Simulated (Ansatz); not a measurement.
An input for Ansatz 0.2.0 (MoSeS (P-3m1)):

```yaml
crystal:
  lattice:
    - [3.2525112014, 0.0, 0.0]
    - [-1.6262556007, 2.8167573265, 0.0]
    - [0.0, 0.0, 13.61727037]
  atoms:
    - { symbol: Mo, position: [0.0, 0.0, 0.25914775] }
    - { symbol: Mo, position: [0.0, 0.0, 0.74085225] }
    - { symbol: Se, position: [0.66666667, 0.33333333, 0.86488755] }
    - { symbol: Se, position: [0.33333333, 0.66666667, 0.13511245] }
    - { symbol: S, position: [0.33333333, 0.66666667, 0.3705878] }
    - { symbol: S, position: [0.66666667, 0.33333333, 0.6294122] }
kpoints:
  mp_grid: { grid: [6, 6, 2] }
  band_path:
    path:
      - [0.0, 0.0, 0.0]
      - [0.5, 0.0, 0.0]
      - [0.33333333, 0.33333333, 0.0]
      - [0.0, 0.0, 0.5]
      - [0.5, 0.0, 0.5]
      - [0.33333333, 0.33333333, 0.5]
    npoints: 1
hamiltonian:
  xc: hse06
  pseudopotentials: { kind: paw_fr, azcp: { folder: soft_1 } }
scf:
  occupations: { method: fixed }
  n_extra_bands: 12
magnetization:
  noncollinear: true
  spin_orbit: true
output:
  eigenvalues: true
```

```sh
ansatz run input.yaml --threads 4 --pin off --max-ram 138240MiB --backend cuda --events-out ev --progress --plain --runs-dir out --devices 1 --max-vram 26GiB
```

**Question.** Estimate wall time and host memory on 1 × NVIDIA H100 80GB HBM3 (shared by 3 runs) with 4 threads of AMD EPYC 7R13 (Zen 3), shared host.

It took 71 s; on shared hardware allow 35 s to 2.4 min. Peak host memory was 2.7 GiB. The sizes that set the cost: 2481 plane waves a state, 14 irreducible k points and 21 SCF cycles.

Exact exchange couples every pair of k points and filled bands, so it costs far more than a semilocal run.

[Paths, hosts, dates, memory and timing lines, banners, echoed tables and standing remarks are left out of the program output.]

[Logs are printed without paths, hosts, clocks, repeated set-up lines and the standing remarks that a program may print on its own settings, such as how far it seeks lower states.]

[Runs of the session that timed out or met a known fault of the program may be left out.]

[Cells called generated may have been cut or substituted from an entry of the Crystallography Open Database or the Materials Project.]

[Hosts, paths, dates, database ids (printed as entryN), source tags and the programs' standing remarks are cut or masked in the printed files.]
